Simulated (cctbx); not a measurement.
**Interatomic vectors of LuMg14Be**

Space group P-6m2 (no. 187), a = 6.4290 Å, b = 6.4290 Å, c = 9.9520 Å, α = 90.00°, β = 90.00°, γ = 120.00°, content Lu1 Mg14 Be1.

Simulated single-crystal data (cctbx): Cu Kα, λ = 1.54184 Å, to d = 0.83 Å, 50 % of the full sphere, strongest reflection 40000 counts, noise from counting, a 6 % proportional error and a noise floor of 8 counts (s.d.); no absorption.

Patterson synthesis, origin scaled to 1000:

```text
Patterson group P 6/m m m
      u       v       w   height  length (A)
  0.000   0.000   0.000   1000.0     0.00
  0.000   0.500   0.000    403.1     3.21
  0.000   0.500   0.500    386.4     5.92
  0.000   0.000   0.500    226.7     4.98
  0.333   0.667   0.244    191.8     4.44
  0.165   0.330   0.260    187.8     3.17
  0.000   0.174   0.056     18.8     1.25
  0.103   0.206   0.053      8.9     1.26
  0.000   0.321   0.053      8.5     2.13
  0.000   0.094   0.104      8.1     1.20
  0.169   0.510   0.052      7.5     3.85
  0.000   0.152   0.196      6.5     2.19
  0.000   0.336   0.204      5.7     2.97
  0.000   0.323   0.451      4.1     4.94
```

**Question.** Which atom pairs make the peaks, and where is the heaviest atom?

A peak at u stands for all pairs with xi − xj = u, with weight Σ ZiZj against Σ Z² = 7073 at the origin. Peak heights follow these weights only roughly, since form factors, motion and series ripples differ, all vectors within 0.55 Å of a peak are counted as merged into it though the farther ones add only part of their weight, and F(000) is left out, which lowers the whole map:

| u | v | w | shortest length (Å) | height | 1000 ΣZiZj/ΣZ² | pairs in the cell |
| --- | --- | --- | --- | --- | --- | --- |
| 0.000 | 0.500 | 0.000 | 3.21 | 403 | 499 | 12 × Mg–Mg, 2 × Lu–Mg, 2 × Mg–Be |
| 0.000 | 0.500 | 0.500 | 5.92 | 386 | 499 | 12 × Mg–Mg, 2 × Lu–Mg, 2 × Mg–Be |
| 0.000 | 0.000 | 0.500 | 4.98 | 227 | 365 | 14 × Mg–Mg, 2 × Lu–Be |
| 0.333 | 0.667 | 0.244 | 4.43 | 192 | 249 | 6 × Mg–Mg, 1 × Lu–Mg, 1 × Mg–Be |
| 0.165 | 0.330 | 0.260 | 3.17 | 188 | 249 | 6 × Mg–Mg, 1 × Lu–Mg, 1 × Mg–Be |

The table stops at ten peaks or at a height of 45, below which ripples compete. In the model behind the data Lu, the heaviest element, has 1 independent site: (0, 0, 1/2), up to an allowed shift of origin. No listed peak is a Lu–Lu vector, so the position follows from the cell content and the cross vectors. The whole model:

```csv
atom,mult.,x,y,z,Ueq (Å²)
Lu1,1,0,0,1/2,0.0082
Mg1,2,2/3,1/3,0.7400,0.0127
Mg2,6,0.6712,0.8356,0.7699,0.0115
Mg3,3,0.4963,0.5037,1/2,0.0111
Mg4,3,0.4995,0.5005,0,0.0146
Be1,1,0,0,0,0.0181
```

The model was made for the exercise: a known structure type with other elements put in, its volume estimated, not relaxed; displacement parameters are assumed.

[Logs are printed without paths, hosts, clocks, repeated set-up lines and the standing remarks that a program may print on its own settings, such as how far it seeks lower states.]
